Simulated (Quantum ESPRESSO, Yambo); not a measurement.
Four G0W0 runs on InP (F-43m).

```xyz
2
Lattice="0.0000 2.9343 2.9343 2.9343 0.0000 2.9343 2.9343 2.9343 0.0000" Properties=species:S:1:pos:R:3 pbc="T T T"
In    0.0000    0.0000    0.0000
P     1.4672    1.4672    1.4672
```

The cell and positions come from the Crystallography Open Database and are kept as given unless a step says otherwise.

Program: Yambo 5.3.0; PBE start, 4×4×4 mesh, Godby-Needs plasmon pole.

```
bands  screening cutoff (eV)  gap on the mesh (eV)
  127                  210.9                 1.375
  466                  210.9                 1.378
  127                  353.7                 1.386
```

**Question.** If the two steps added up, what gap would 466 bands at 353.7 eV give? Do they add up?

From the first row, the second adds +0.003 eV and the third +0.011 eV, so the sum predicts 1.375 +0.003 +0.011 = 1.389 eV. The run gave 1.389 eV, +0.000 eV from that. The steps nearly add up here.

Limits: not at the basis limit; no spin-orbit coupling; coarse k mesh.

[Paths, hosts, dates, memory and timing lines, banners, echoed tables and standing remarks are left out of the program output.]

[Logs are printed without paths, hosts, clocks, repeated set-up lines and the standing remarks that a program may print on its own settings, such as how far it seeks lower states.]

[Runs of the session that timed out or met a known fault of the program may be left out.]

[Hosts, paths, dates, database ids (printed as entryN), source tags and the programs' standing remarks are cut or masked in the printed files.]
